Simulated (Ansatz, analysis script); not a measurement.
# Free-standing triangular Mo monolayer, spacing 3.069 Å: spin spirals and exchange

Does a spiral lie below the collinear start of a free-standing triangular Mo monolayer, spacing 3.069 Å, and how stiff are the moments?

Program: Ansatz 0.2.0. Level of theory: PBE, PAW set soft_1. Results are calculated unless marked as measured.

### 1. Starting point

The cell holds 1 atom: 1 Mo. Cell: a = 3.069 Å, b = 3.069 Å, c = 14.000 Å, α = 90.0°, β = 90.0°, γ = 120.0°. An idealised lattice of chosen spacing, in vacuum. Vacuum lies along c.

### 2. Starting state

A collinear run comes first: it shows whether moments survive, and how large they are.

File input.yaml:

```yaml
crystal:
  lattice:
    - [3.069, 0.0, 0.0]
    - [-1.5345, 2.657832, 0.0]
    - [0.0, 0.0, 14.0]
  atoms:
    - { symbol: Mo, position: [0.0, 0.0, 0.5], spin: 1.0 }
magnetization:
  spin_polarized: true
kpoints:
  mp_grid: { grid: [7, 7, 1] }
hamiltonian:
  xc: pbe
  pseudopotentials: { kind: paw, azcp: { folder: soft_1 } }
scf:
  occupations: { method: fermi_dirac, width: 0.1 }
  max_iter: 120
  convergence: { dr2_threshold: 1.0e-08 }
  lower_state_search: "off"
output:
  write_density: true
  write_potential: true
  elf: true
  volumetric_format: npy
```

Launch:

```sh
ansatz run input.yaml --threads 4 --pin off --max-ram 8192MiB --backend cpu --events-out ev --progress --plain --runs-dir out
```

Numbers of over 12 decimals in the logs are rounded to 6 here.

Output:

```text
Engine: ansatz 0.2.0, aarch64-unknown-linux-gnu
Pseudopotentials: kind: paw
Pseudopotential: Mo, paw, valence charge 14, recommended cutoff 420 eV (normal), soft_1/Mo.paw.azcp
Functional definition: PBE
  parameter kappa = 0.804
  parameter beta = 0.066725
  exchange = pbe_x(kappa = kappa, mu = beta*pi^2/3)
  correlation = pbe_c(beta = beta)
Crystal: 1 atoms, lattice volume = 114.196 Å³
Basis set: ecut = 420 eV, 2207 PW (Γ)
Bands: 12, of which v1, the nominal top of the filled ones, is band 7 counted from 1 (6 counted from 0)
Symmetry: 24 space group operations
Space group: P6/mmm (ITA 191), of the structure as read, at distance tolerance 4.9e-5 Å
Magnetic group: BNS 191.233 (UNI 1463), of the structure as read, at distance tolerance 4.9e-5 Å
k-points: 8 of 49
Non-local potential: Mo, projectors of the file, l = 0: 3, l = 1: 2, l = 2: 2, l = 3: 1
PAW form: soft (Blöchl's): semilocal exchange-correlation on the pseudo side does not see the compensation charge
PAW one-centre angular grid: Mo, 590 points (default); XC on 64 Gauss nodes
Initial density: superposition of atomic densities (neutral atoms: chi_scale 0, normalization atom)
Starting moments: Σ|m| = 1 μB on 1 of 1 site
Initial wavefunctions: pseudopotential atomic-orbital guess
Functional: x = pbe(κ = 0.804, μ = 0.219515), c = pbe(β = 0.066725)
SCF iter   1: F=—  HF=-4952.851683 eV  |F-HF|=—  |Δ(HF+E_count)|=         —  Δρ=3.05e-2 (↑3.05e-2 ↓1.66e-2)  dr2=2.48e0  dr2_m=2.16e-1  M=0.495 μB ∫|m|=0.495 μB  β_m=0.30  ethr=3.10e-3  ⟨swp⟩=5.9  Hψ=1136  notcnv=0
preconditioner: auto → LDOS  [metal: Δε(μ)=0.086 eV  Ē_g=4.581 eV  σ=0.100 eV  W_gap=0.20  n_scr=8 (ndim 8)  ℏωp=8.5 eV  f_vac=0.645  D(μ)=1.71/eV (n_scr^D=6)]
spin=Collinear: LDOS preconditioning applied to the charge; magnetization (m = ρ↑ − ρ↓) channel mixes plain (no charge-response kernel on spin).
SCF iter   2: F=—  HF=-4952.400295 eV  |F-HF|=—  |Δ(HF+E_count)|=   4.51e-1  Δρ=2.06e-2 (↑2.06e-2 ↓1.18e-2)  dr2=1.11e0  dr2_m=1.12e-1  M=0.484 μB ∫|m|=0.484 μB  β_m=0.30  ethr=3.10e-3  ⟨swp⟩=2.8  Hψ=465  notcnv=0
SCF iter   3: F=—  HF=-4952.128870 eV  |F-HF|=—  |Δ(HF+E_count)|=   2.71e-1  Δρ=8.18e-3 (↑7.47e-3 ↓8.18e-3)  dr2=1.14e-1  dr2_m=2.62e-2  M=0.763 μB ∫|m|=0.763 μB  β_m=0.30  ethr=3.10e-3  ⟨swp⟩=2.4  Hψ=362  notcnv=0
SCF iter   4: F=—  HF=-4952.254936 eV  |F-HF|=—  |Δ(HF+E_count)|=   1.26e-1  Δρ=1.15e-2 (↑1.15e-2 ↓8.24e-3)  dr2=3.59e-1  dr2_m=3.75e-2  M=0.505 μB ∫|m|=0.505 μB  β_m=0.30  ethr=8.16e-4  ⟨swp⟩=2.4  Hψ=515  notcnv=0
SCF iter   5: F=—  HF=-4952.167306 eV  |F-HF|=—  |Δ(HF+E_count)|=   8.76e-2  Δρ=4.44e-3 (↑4.29e-3 ↓4.44e-3)  dr2=3.06e-2  dr2_m=1.31e-2  M=0.587 μB ∫|m|=0.587 μB  β_m=1.00  ethr=8.16e-4  ⟨swp⟩=2.5  Hψ=345  notcnv=0
SCF iter   6: F=—  HF=-4952.171341 eV  |F-HF|=—  |Δ(HF+E_count)|=   4.04e-3  Δρ=1.72e-3 (↑1.32e-3 ↓1.72e-3)  dr2=1.77e-3  dr2_m=2.10e-3  M=0.657 μB ∫|m|=0.657 μB  β_m=1.00  ethr=2.19e-4  ⟨swp⟩=2.8  Hψ=342  notcnv=0
SCF iter   7: F=—  HF=-4952.178445 eV  |F-HF|=—  |Δ(HF+E_count)|=   7.10e-3  Δρ=2.64e-3 (↑2.64e-3 ↓1.71e-3)  dr2=2.11e-3  dr2_m=4.64e-3  M=0.787 μB ∫|m|=0.787 μB  β_m=1.00  ethr=1.26e-5  ⟨swp⟩=2.2  Hψ=319  notcnv=0
SCF iter   8: F=—  HF=-4952.186926 eV  |F-HF|=—  |Δ(HF+E_count)|=   8.48e-3  Δρ=2.04e-3 (↑2.04e-3 ↓1.84e-3)  dr2=2.32e-4  dr2_m=3.79e-3  M=0.908 μB ∫|m|=0.908 μB  β_m=1.00  ethr=1.26e-5  ⟨swp⟩=2.1  Hψ=370  notcnv=0
SCF iter   9: F=—  HF=-4952.197216 eV  |F-HF|=—  |Δ(HF+E_count)|=   1.03e-2  Δρ=3.57e-3 (↑3.57e-3 ↓2.04e-3)  dr2=6.32e-3  dr2_m=7.46e-3  M=1.083 μB ∫|m|=1.083 μB  β_m=1.00  ethr=1.66e-6  ⟨swp⟩=2.9  Hψ=401  notcnv=0
SCF iter  10: F=—  HF=-4952.207340 eV  |F-HF|=—  |Δ(HF+E_count)|=   1.01e-2  Δρ=2.32e-3 (↑2.32e-3 ↓1.93e-3)  dr2=3.69e-4  dr2_m=4.70e-3  M=1.224 μB ∫|m|=1.225 μB  β_m=1.00  ethr=1.66e-6  ⟨swp⟩=3.2  Hψ=399  notcnv=0
[...]
SCF iter  13: F=—  HF=-4952.234308 eV  |F-HF|=—  |Δ(HF+E_count)|=   1.69e-3  Δρ=4.04e-3 (↑4.04e-3 ↓2.18e-3)  dr2=3.62e-2  dr2_m=3.02e-3  M=1.641 μB ∫|m|=1.641 μB  β_m=1.00  ethr=1.66e-6  ⟨swp⟩=3.0  Hψ=411  notcnv=0
SCF iter  14: F=—  HF=-4952.231501 eV  |F-HF|=—  |Δ(HF+E_count)|=   2.81e-3  Δρ=2.38e-3 (↑2.38e-3 ↓1.35e-3)  dr2=1.47e-2  dr2_m=7.53e-4  M=1.673 μB ∫|m|=1.673 μB  β_m=1.00  ethr=1.66e-6  ⟨swp⟩=2.9  Hψ=373  notcnv=0
SCF iter  15: F=—  HF=-4952.229415 eV  |F-HF|=—  |Δ(HF+E_count)|=   2.09e-3  Δρ=3.96e-4 (↑3.96e-4 ↓3.59e-4)  dr2=5.93e-4  dr2_m=3.72e-5  M=1.661 μB ∫|m|=1.661 μB  β_m=0.30  ethr=1.66e-6  ⟨swp⟩=3.2  Hψ=372  notcnv=0
Mixer restart at iter 15: flushing history
spin-set hold released at iteration 15 (site moments contracting): the magnetisation degrees of freedom join the quasi-Newton model from the next iteration; the mixer history was flushed
SCF iter  16: F=—  HF=-4952.230202 eV  |F-HF|=—  |Δ(HF+E_count)|=   7.87e-4  Δρ=2.39e-4 (↑2.39e-4 ↓2.31e-4)  dr2=2.06e-4  dr2_m=2.06e-5  M=1.659 μB ∫|m|=1.659 μB  β_m=0.60  ethr=1.66e-6  ⟨swp⟩=1.6  Hψ=273  notcnv=0
SCF iter  17: F=—  HF=-4952.231036 eV  |F-HF|=—  |Δ(HF+E_count)|=   8.34e-4  Δρ=8.03e-5 (↑8.03e-5 ↓5.95e-5)  dr2=7.36e-6  dr2_m=3.56e-6  M=1.660 μB ∫|m|=1.660 μB  β_m=0.63  ethr=1.47e-6  ⟨swp⟩=2.6  Hψ=287  notcnv=0
SCF iter  18: F=—  HF=-4952.231050 eV  |F-HF|=—  |Δ(HF+E_count)|=   1.44e-5  Δρ=4.75e-5 (↑4.75e-5 ↓3.83e-5)  dr2=1.04e-6  dr2_m=1.60e-6  M=1.660 μB ∫|m|=1.660 μB  β_m=0.82  ethr=5.26e-8  ⟨swp⟩=2.8  Hψ=302  notcnv=0
SCF iter  19: F=—  HF=-4952.231055 eV  |F-HF|=—  |Δ(HF+E_count)|=   5.18e-6  Δρ=6.61e-6 (↑5.35e-6 ↓6.61e-6)  dr2=2.41e-8  dr2_m=2.94e-8  M=1.662 μB ∫|m|=1.662 μB  β_m=0.89  ethr=7.45e-9  ⟨swp⟩=2.8  Hψ=343  notcnv=0
SCF iter  20: F=—  HF=-4952.231055 eV  |F-HF|=—  |Δ(HF+E_count)|=   9.80e-8  Δρ=4.29e-6 (↑4.29e-6 ↓3.74e-6)  dr2=1.08e-8  dr2_m=1.49e-8  M=1.662 μB ∫|m|=1.662 μB  β_m=0.94  ethr=7.14e-11  ⟨swp⟩=5.2  Hψ=681  notcnv=0
SCF iter  21: F=-4952.231055 eV  HF=-4952.231055 eV  |F-HF|=9.41e-10  |Δ(HF+E_count)|=   3.23e-8  Δρ=1.45e-6 (↑1.45e-6 ↓1.27e-6)  dr2=1.75e-9  dr2_m=1.39e-9  M=1.662 μB ∫|m|=1.662 μB  ethr=7.14e-11  ⟨swp⟩=3.6  Hψ=530  notcnv=0
SCF 1 converged in 21 iterations: F = -4952.231055 eV  dr2 = 1.75e-9
  greatest PAW one-centre occupation: 0.999 electrons in one spin orbital (limit 2), on the Mo atom at site 0 (counted from 0), in its partial waves of l = 0
WARN: The output density's exchange-correlation potential varies sharply where the density is thin. Do not read a vacuum level from v_tot or v_xc, or from such a field of the output density. On a cell that repeats whose density bears no net charge and no dipole along the vacuum's axis use v_es (v_loc + v_h of the components); under efield.dipole_correction with no amplitude use v_es + v_field, which holds any externa [...]
SCF converged after 21 iterations
Magnetization: 1.6622 μB (7.8311 up, 6.1689 down)
Absolute magnetization: 1.6624 μB (∫|ρ↑−ρ↓|, with the PAW one-centre terms)
Spin contamination: 0.0023 ħ² per cell (⟨S²⟩ above its minimum at these occupations)
Per-site moments (μB) at R_I (Å): [(1.225162, 1.265963)]
Free energy (F): -4952.231055 eV
Harris-Foulkes:  -4952.231055 eV  (|F-HF|=9.41e-10)
Internal energy: -4952.135607 eV  (E = F + TS)
E sigma→0 (E₀):  -4952.183331 eV
Entropy (-TS):   -0.095448 eV (-95.448 meV/atom)
Fermi energy:    -1.232450 eV
--- Per-component energies (eV) ---
  E_band       = -354.871256
  E_kinetic    = 412.567327
  E_local      = -4918.052142  (includes V_loc(G=0)·N_el)
  E_nonlocal   = 151.517906
  E_hartree    = 2185.515255
  E_xc         = -170.337085
  E_vxc        = -211.674616  (∫ρ·V_xc dr)
  E_paw        = -3212.317021  (= ΣΔE_a)
  E_vpaw       = -160.261074  (= ΣTr[D̂ρ^β])
  E_aug_tail   = 0.000049  (compensation charges beyond the density's cutoff)
  E_ewald      = 598.970104
  E_smearing   = -0.095448  (= −TS)
  E_closure    = -0.000000  (closes the sum)
  Σ components = -4952.231055   (vs F -4952.231055, Δ=0.00e0)
--- Band table (eV; the first three rows and the last of 16) ---
  k-point 0 ↑: bands = [... 3 lower, -36.1857, -5.4536, -2.6740, -1.6673, -1.6673, -0.3798, 0.0611, 0.0611, ... 1 higher]
  k-point 1 ↑: bands = [... 3 lower, -36.2056, -4.8601, -2.4697, -1.9874, -1.3464, -1.2237, -0.0509, 1.1144, ... 1 higher]
  k-point 2 ↑: bands = [... 3 lower, -36.2501, -3.8883, -2.2896, -1.9616, -1.8326, -0.2914, -0.0644, 2.5957, ... 1 higher]
  k-point 7 ↓: bands = [... 3 lower, -35.5609, -1.9225, -1.6572, -1.2244, -0.8382, 0.6236, 4.6097, 6.8079, ... 1 higher]
```

The job ended after 1 s (4 threads of Arm Neoverse V2, shared host; peak memory 0.3 GiB; 3.4 s of CPU time).

The column dr2 measures how far the density is from self-consistency, as an energy; F and HF (Harris–Foulkes) agree once it is small.

Spin moment in the atom's sphere by atom:

```
atom  spin moment in the atom's sphere (μB)
 Mo1                                   1.23
```

The run ends ferromagnetic, with a net moment of 1.66 μB a cell. With one Mo atom carrying the moment, parallel order of its images is forced by the cell, not found.

Spin density in the ca plane at fractional y = 0.000, with atoms of Mo within 0.2 Å of it.

Ten even steps from '0' (0.00 e/Å³) to '9' (0.57 e/Å³), each cell a mean:
```
0000000000000000146455631000000000000000
0000000000000000011241110000000000000000
0000000000000000000110000000000000000000
0000000000000000000000000000000000000000
0000000000000000000000000000000000000000
0000000000000000000121000000000000000000
0000000000000000123353320000000000000000
0000000000000000269667941000000000000000
```
Columns run along c (14.0 Å), rows up along a (3.1 Å). Atoms in or near the plane, at fractional coordinates: Mo at (0.50, 0.00).

Valence density in the ca plane at fractional y = 0.000, with atoms of Mo within 0.2 Å of it. It is the smooth field of the valence electrons, not physical close to the nuclei.

Values in e/Å³, 5 rows by 16 columns, each cell a mean:
```
0.0 0.0 0.0 0.0 0.0 0.0 0.1 2.9 4.0 0.3 0.0 0.0 0.0 0.0 0.0 0.0
0.0 0.0 0.0 0.0 0.0 0.0 0.1 0.5 0.6 0.1 0.0 0.0 0.0 0.0 0.0 0.0
0.0 0.0 0.0 0.0 0.0 0.0 0.1 0.2 0.2 0.1 0.0 0.0 0.0 0.0 0.0 0.0
0.0 0.0 0.0 0.0 0.0 0.0 0.1 0.9 1.3 0.1 0.0 0.0 0.0 0.0 0.0 0.0
0.0 0.0 0.0 0.0 0.0 0.0 0.2 3.7 5.0 0.4 0.0 0.0 0.0 0.0 0.0 0.0
```
Columns run along c (14.0 Å), rows up along a (3.1 Å). Atoms in or near the plane, at fractional coordinates: Mo at (0.50, 0.00).

ELF in the ca plane at fractional y = 0.000, with atoms of Mo within 0.2 Å of it. It is the smooth field of the valence electrons, not physical close to the nuclei.

Ten even steps from '0' (0.00) to '9' (0.72), each cell a mean:
```
0000000000000123469989854321000000000000
0000000000000123335897423210000000000000
0000000000000113333343233210000000000000
0000000000000123454444554210000000000000
0000000000000113443333443210000000000000
0000000000000122223564223210000000000000
0000000000000123347999633310000000000000
0000000000000123579869964321000000000000
```
Columns run along c (14.0 Å), rows up along a (3.1 Å). Atoms in or near the plane, at fractional coordinates: Mo at (0.50, 0.00).

### 3. Denser mesh

Levels at the Fermi energy are partly filled, so moments and energy differences can hang on the k-mesh, and the state is solved again on a denser one.

input.yaml, the sections that differ from step 2:

```yaml
crystal:
  lattice:
    - [3.069, 0.0, 0.0]
    - [-1.5345, 2.657832, 0.0]
    - [0.0, 0.0, 14.0]
  atoms:
    - { symbol: Mo, position: [0.0, 0.0, 0.5], spin: 1.23 }
kpoints:
  mp_grid: { grid: [20, 20, 1] }
basis:
  ecutwfc: 420.0
checkpoint:
  read: start
  write: ck
  compress: false
  write_wavefunctions: false
  write_every: 100000
# magnetization, hamiltonian, scf: as in step 2
# output: removed
```

Output:

```text
[...]
SCF converged after 8 iterations
Magnetization: 1.4220 μB (7.7110 up, 6.2890 down)
Absolute magnetization: 1.4221 μB (∫|ρ↑−ρ↓|, with the PAW one-centre terms)
[...]
Per-site moments (μB) at R_I (Å): [(1.062951, 1.265963)]
Free energy (F): -4952.252325 eV
[...]
Internal energy: -4952.169256 eV  (E = F + TS)
E sigma→0 (E₀):  -4952.210790 eV
Entropy (-TS):   -0.083069 eV (-83.069 meV/atom)
Fermi energy:    -1.187797 eV
[...]
```

The job ended after 1.3 s (4 threads; peak memory 0.38 GiB).

Spin moment in the atom's sphere by atom:

```
atom  spin moment in the atom's sphere (μB)
 Mo1                                   1.06
```

The run ends ferromagnetic, with a net moment of 1.42 μB a cell, against 1.66 μB on the first mesh.

Each spiral starts from these moments, tilted 90° from the rotation axis z (a flat spiral); sizes are free, while the program holds flat spirals in their plane. Spin–orbit coupling is switched off, so the energy does not depend on how the axis lies in the crystal. The folder named start holds the saved collinear state, from which each run begins.

The runs on spinors take the mesh 24×24×1.

### 4. q = (0, 0, 0)

The reference is the same input at q = 0, so that basis and exchange-correlation form match those at other q. Every q is chosen so that q/2 is a mesh vector: every spiral then samples the k-points of q = 0, and much mesh noise cancels.

input.yaml, the sections that differ from step 3:

```yaml
crystal:
  lattice:
    - [3.069, 0.0, 0.0]
    - [-1.5345, 2.657832, 0.0]
    - [0.0, 0.0, 14.0]
  atoms:
    - { symbol: Mo, position: [0.0, 0.0, 0.5], spin: 1.06, spin_axis: [1.0, 0.0, 0.0] }
kpoints:
  mp_grid: { grid: [24, 24, 1] }
magnetization:
  noncollinear: true
  spin_spiral: { q: [0.0, 0.0, 0.0] }
checkpoint:
  read: start
# hamiltonian, scf, basis: as in step 3
```

Launch:

```sh
ansatz run input.yaml --threads 1 --pin off --max-ram 2048MiB --backend cpu --events-out ev --progress --plain --runs-dir out
```

Output:

```text
Warning: checkpoint.read: spin treatment differs: saved collinear, current noncollinear; the saved charge density seeds this run and the saved magnetisation is carried along the axis that this deck's starting moments share; the saved density holds an absolute magnetisation of 1.4e0 μB; saved orbitals and DFT+U occupations are not carried; the saved PAW projector densities are carried along that axis
Warning: checkpoint.read: magnetization.spin_spiral differs: saved none, current q = [0, 0, 0]; the saved state is no spin spiral's: the SCF starts from none of its orbitals and from its density, each atom's moment turned about z as a whole to its place on this deck's spiral. A spiral's own state at q: [0, 0, 0] serves better
[...]
Crystal: 1 atoms, lattice volume = 114.196 Å³
Basis set: ecut = 420 eV, 2207 PW (Γ)
Bands: 22, of which v1, the nominal top of the filled ones, is band 14 counted from 1 (13 counted from 0)
Symmetry: 24 space group operations
k-points: 61 of 576
Spin spiral: q = (0, 0, 0) of the reciprocal vectors; moments are told in the frame that turns with it, a site's in that at the site
[...]
SCF iter   7: F=-4952.251844 eV  HF=-4952.251844 eV  |F-HF|=8.37e-11  |Δ(HF+E_count)|=   1.54e-8  Δρ=5.68e-7  dr2=8.37e-11  dr2_m=8.44e-11  ethr=3.67e-11  |M|=1.40e0 ∫|m|=1.40e0 μB  |m|>n=2.7e-2 m-floor=2.7e-2 τ_xc=5.5e-10 mc-row=2.7e-2 uncertified=6  ⟨swp⟩=1.0  Hψ=4058  notcnv=0
SCF 1 converged in 7 iterations: F = -4952.251844 eV  dr2 = 8.37e-11
[...]
SCF converged after 7 iterations
Magnetization: |M| = 1.3974 μB,  M = (+1.3974, -0.0000, +0.0000) μB
Absolute magnetization: 1.3976 μB (∫|m|, with the PAW one-centre terms)
  site 0: m = (+1.0470, -0.0000, +0.0000) μB, |m| = 1.0470 μB  (R = 1.27 Å)
Free energy (F): -4952.251844 eV
[...]
Internal energy: -4952.167801 eV  (E = F + TS)
E sigma→0 (E₀):  -4952.209822 eV
Entropy (-TS):   -0.084043 eV (-84.043 meV/atom)
Fermi energy:    -1.185041 eV
[...]
```

Elapsed: 24 s, on 1 thread; peak memory 0.57 GiB.

The largest moment is 1.05 μB, against 1.06 μB in the collinear run.

### 5. q = (0.083, 0, 0)

Only q changes. The cell stays that of the crystal, since the generalised Bloch theorem carries the rotation from cell to cell.

Changes to input.yaml since step 4:

```diff
@@ -21,3 +21,3 @@
   noncollinear: true
-  spin_spiral: { q: [0.0, 0.0, 0.0] }
+  spin_spiral: { q: [0.08333333, 0.0, 0.0] }
 checkpoint:
```

Output:

```text
[...]
Crystal: 1 atoms, lattice volume = 114.196 Å³
Basis set: ecut = 420 eV, 2207 PW (Γ)
Bands: 22, of which v1, the nominal top of the filled ones, is band 14 counted from 1 (13 counted from 0)
Symmetry: 4 space group operations
k-points: 157 of 576
[...]
SCF iter   8: F=-4952.258036 eV  HF=-4952.258036 eV  |F-HF|=2.03e-9  |Δ(HF+E_count)|=   1.66e-8  Δρ=1.84e-6  dr2=3.82e-9  dr2_m=5.69e-10  ethr=2.30e-11  |M|=1.43e0 ∫|m|=1.44e0 μB  |m|>n=2.6e-2 m-floor=2.7e-2 τ_xc=5.4e-3 mc-row=2.7e-2 uncertified=28  ⟨swp⟩=1.0  Hψ=10391  notcnv=0
SCF 1 converged in 8 iterations: F = -4952.258036 eV  dr2 = 3.82e-9
[...]
SCF converged after 8 iterations
Magnetization: |M| = 1.4338 μB,  M = (+1.4338, -0.0000, +0.0000) μB
Absolute magnetization: 1.4398 μB (∫|m|, with the PAW one-centre terms)
  site 0: m = (+1.0857, -0.0000, +0.0000) μB, |m| = 1.0857 μB  (R = 1.27 Å)
Free energy (F): -4952.258036 eV
[...]
Internal energy: -4952.175491 eV  (E = F + TS)
E sigma→0 (E₀):  -4952.216764 eV
Entropy (-TS):   -0.082545 eV (-82.545 meV/atom)
Fermi energy:    -1.192301 eV
[...]
```

It took 69 s on 1 thread; peak memory 0.93 GiB.

The energy of the cell lies 6.19 meV below that at q = 0, and the largest moment is 1.09 μB against 1.05 μB.

[end of part 1 of 2]

[Logs and program files are shortened in this print: banners, set-up blocks, solver, clock and traceback lines can be left out without a mark of their own.]

[Logs are printed without paths, hosts, clocks, repeated set-up lines and the standing remarks that a program may print on its own settings, such as how far it seeks lower states.]

[Hosts, paths, dates, database ids (printed as entryN), source tags and the programs' standing remarks are cut or masked in the printed files.]
